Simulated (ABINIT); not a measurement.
# BaLiF3 (Pm-3m): G0W0 in ABINIT against the exchange cutoff, part 2 of 2

How does the gap of BaLiF3 (Pm-3m) converge in the exchange cutoff?

ABINIT 10.8.3; LDA and many-body steps on it, plane waves. Known limits of the many-body steps: not at the basis limit; no spin-orbit coupling; coarse k mesh.

So far. Step 2 (Screening, 2×2×2 mesh, 43 bands, screening to 106.1 eV): Local fields lower ε∞ by 7 %. On a Γ-centred mesh this coarse the value itself is usually too large, while a short band sum pulls it down.

## (5) 14.4 Ha

Level of this step: G0W0 on LDA, plane waves, norm-conserving pseudopotentials (ABINIT).

The self-energy is evaluated for the states that the input lists, and the levels follow from it, in one-shot runs by the linearised quasiparticle equation.

The input, run.abi:

```
acell 3*1.0 Angstrom
rprim 
  3.988581640000 0.000000000000 0.000000000000
  0.000000000000 3.988581640000 0.000000000000
  0.000000000000 0.000000000000 3.988581640000
ntypat 3
znucl 56 3 9
natom 5
typat 1 2 3 3 3
xred 
  0.000000000000 0.000000000000 0.000000000000
  0.500000000000 0.500000000000 0.500000000000
  0.000000000000 0.500000000000 0.500000000000
  0.500000000000 0.500000000000 0.000000000000
  0.500000000000 0.000000000000 0.500000000000
pp_dirpath "pseudos"
pseudos "Ba.upf, Li.upf, F.upf"
ecut 36
ngkpt 2 2 2
nshiftk 1
shiftk 0 0 0
kptopt 1
chksymbreak 0
istwfk *1
occopt 1
irdwfk 1
optdriver 4
nband 43
gwcalctyp 0
ecutsigx 14.4
symsigma 1
nkptgw 1
kptgw 
  0.0000000000 0.0000000000 0.0000000000
bdgw 
  15 19
ecuteps 3.9
irdscr 1
ppmodel 1
indata_prefix "in"
outdata_prefix "out"
tmpdata_prefix "tmp"
```

On the command line:

```console
> OMP_NUM_THREADS=1 mpirun -n 4 abinit run.abi > log
```

The log of the run:

```text
.Version 10.8.3 of ABINIT. v10.8.2 released Aug 2026.

 Symmetries : space group Pm -3 m (#221); Bravais cP (primitive cubic)
[... echo of the input left out ...]
== DATASET  1 ==================================================================
-   mpi_nproc: 4, omp_nthreads: 1 (-1 if OMP is not activated)

--- !DatasetInfo
iteration_state: {dtset: 1, }
dimensions: {natom: 5, nkpt: 4, mband: 43, nsppol: 1, nspinor: 1, nspden: 1, mpw: 4468, }
cutoff_energies: {ecut:  36.0, pawecutdg:  -1.0, }
[...]
17   1.789 -22.500 -29.416   5.502   0.801  -0.249 -23.632  -1.132   0.657
       18   8.340 -10.222  -4.961  -2.756   0.881  -0.135  -8.015   2.207  10.547
       19   8.340 -10.222  -4.961  -2.756   0.881  -0.135  -8.015   2.207  10.547

== END DATASET(S) ==============================================================
================================================================================

 -outvars: echo values of variables after computation  --------
           etotal      0.0000000000E+00
            nband          43
             nkpt           4
          spgroup         221
 [... the other variables as echoed above ...]

 Calculation completed.
```

Wall time 3.5 s (4 MPI ranks of Arm Neoverse V1, shared host); peak memory 0.46 GiB; 14 s of CPU time.

This step gave:

```yaml
g0w0_gap_on_the_points_computed: 9.89 eV
starting_gap_on_the_mesh: 6.550 eV
k_of_the_valence_top: 0, 0, 0
k_of_the_conduction_bottom: 0, 0, 0
least_direct_g0w0_gap_on_the_computed_points: 9.89 eV
```

The gap on the mesh goes from 6.55 eV to 9.89 eV, a correction of +3.34 eV.

## (6) 25.2 Ha

run.abi: that of step 5 with these lines changed.

```diff
@@ -29,3 +29,3 @@
 gwcalctyp 0
-ecutsigx 14.4
+ecutsigx 25.2
 symsigma 1
```

The log of the run:

```text
.Version 10.8.3 of ABINIT. v10.8.2 released Aug 2026.

 Symmetries : space group Pm -3 m (#221); Bravais cP (primitive cubic)
[... echo of the input left out ...]
== DATASET  1 ==================================================================
-   mpi_nproc: 4, omp_nthreads: 1 (-1 if OMP is not activated)

--- !DatasetInfo
iteration_state: {dtset: 1, }
dimensions: {natom: 5, nkpt: 4, mband: 43, nsppol: 1, nspinor: 1, nspden: 1, mpw: 4468, }
cutoff_energies: {ecut:  36.0, pawecutdg:  -1.0, }
[...]
17   1.789 -22.500 -29.766   5.502   0.801  -0.249 -23.912  -1.413   0.377
       18   8.340 -10.222  -4.966  -2.756   0.881  -0.135  -8.020   2.202  10.542
       19   8.340 -10.222  -4.966  -2.756   0.881  -0.135  -8.020   2.202  10.542

== END DATASET(S) ==============================================================
================================================================================

 -outvars: echo values of variables after computation  --------
           etotal      0.0000000000E+00
            nband          43
             nkpt           4
          spgroup         221
 [... the other variables as echoed above ...]

 Calculation completed.
```

Elapsed: 3.6 s, on 4 MPI ranks; peak memory 0.49 GiB.

Numbers from this step:

```
G0W0 gap on the points computed              : 10.16 eV
starting gap on the mesh                     : 6.550 eV
k of the valence top                         : 0, 0, 0
k of the conduction bottom                   : 0, 0, 0
least direct G0W0 gap on the computed points : 10.16 eV
```

Against the run before, the gap moves by +0.275 eV.

## (7) 36 Ha

run.abi: that of step 6 with these lines changed.

```diff
@@ -29,3 +29,3 @@
 gwcalctyp 0
-ecutsigx 25.2
+ecutsigx 36
 symsigma 1
```

The log of the run:

```text
.Version 10.8.3 of ABINIT. v10.8.2 released Aug 2026.

 Symmetries : space group Pm -3 m (#221); Bravais cP (primitive cubic)
[... echo of the input left out ...]
== DATASET  1 ==================================================================
-   mpi_nproc: 4, omp_nthreads: 1 (-1 if OMP is not activated)

--- !DatasetInfo
iteration_state: {dtset: 1, }
dimensions: {natom: 5, nkpt: 4, mband: 43, nsppol: 1, nspinor: 1, nspden: 1, mpw: 4468, }
cutoff_energies: {ecut:  36.0, pawecutdg:  -1.0, }
[...]
17   1.789 -22.500 -29.824   5.502   0.801  -0.249 -23.958  -1.459   0.331
       18   8.340 -10.222  -4.967  -2.756   0.881  -0.135  -8.020   2.202  10.542
       19   8.340 -10.222  -4.967  -2.756   0.881  -0.135  -8.020   2.202  10.542

== END DATASET(S) ==============================================================
================================================================================

 -outvars: echo values of variables after computation  --------
           etotal      0.0000000000E+00
            nband          43
             nkpt           4
          spgroup         221
 [... the other variables as echoed above ...]

 Calculation completed.
```

Run time: 3.6 s. Hardware: 4 MPI ranks; peak memory 0.6 GiB; 14 s of CPU time.

Numbers from this step:

- G0W0 gap on the points computed: 10.21 eV
- starting gap on the mesh: 6.550 eV
- k of the valence top: 0, 0, 0
- k of the conduction bottom: 0, 0, 0
- least direct G0W0 gap on the computed points: 10.21 eV

Against the run before, the gap moves by +0.046 eV.

## (8) The runs together

Times are wall times on 4 MPI ranks of Arm Neoverse V1, shared host, good to a factor of about two. A run's time includes the screening step that it read.

```csv
run,mesh,bands,screening cutoff (eV),DFT gap (eV),gap on the mesh (eV),direct (eV),ε∞ used,time
3.6 Ha,2×2×2,43,106.1,6.550,7.105,7.105,2.64,8.4 s
7.2 Ha,2×2×2,43,106.1,6.550,8.830,8.830,2.64,8.5 s
14.4 Ha,2×2×2,43,106.1,6.550,9.890,9.890,2.64,8.6 s
25.2 Ha,2×2×2,43,106.1,6.550,10.165,10.165,2.64,8.6 s
36 Ha,2×2×2,43,106.1,6.550,10.211,10.211,2.64,8.7 s
```

## (9) Summary of results

* 3.6 Ha: 7.105 eV
* 7.2 Ha: 8.830 eV
* 14.4 Ha: 9.890 eV
* 25.2 Ha: 10.165 eV
* 36 Ha: 10.211 eV
* known limits: not at the basis limit; no spin-orbit coupling; coarse k mesh

**Reading.** The setting moved: exchange cutoff. From 3.6 Ha to 36 Ha the gap moves by +3.11 eV. The last step still moves it by +0.046 eV. Bands and screening cutoff are coupled, so a series along one setting does not show full convergence. Below the screening cutoff the correlation part is cut too. Bands and cutoff are finite, so the gap is not at the basis limit. The miss can reach some tenths of an eV and take either sign; the mesh is an error of its own. In the first G0W0 run levels were corrected at 1 k point alone, so a gap called «on the mesh» is the least over those, and an edge elsewhere would be missed. The 2×2×2 mesh is coarse for this cell, which bears on the long-range parts of exchange and screening. This is the ideal cubic cell; many perovskites, halides above all, are cubic only on average, and local tilts or off-centring can widen the gap. The many-body steps are scalar-relativistic: spin-orbit coupling is not in them.

[Paths, hosts, dates, memory and timing lines, banners, echoed tables and standing remarks are left out of the program output.]

[Logs are printed without paths, hosts, clocks, repeated set-up lines and the standing remarks that a program may print on its own settings, such as how far it seeks lower states.]

[Runs of the session that timed out or met a known fault of the program may be left out.]

[No measured gap is set beside runs whose start may be inverted or whose files or cutoffs have a known fault.]

[Hosts, paths, dates, database ids (printed as entryN), source tags and the programs' standing remarks are cut or masked in the printed files.]

[G0W0 gaps are taken among the corrected bands and points alone; a level outside them can change the order at an edge.]

[Where Ansatz stands beside ABINIT at settings called matched, ABINIT's density can come from a denser mesh and the files from another edition; pairs whose starting gaps differed by over 0.03 eV were left out, so agreement reads better than it is.]
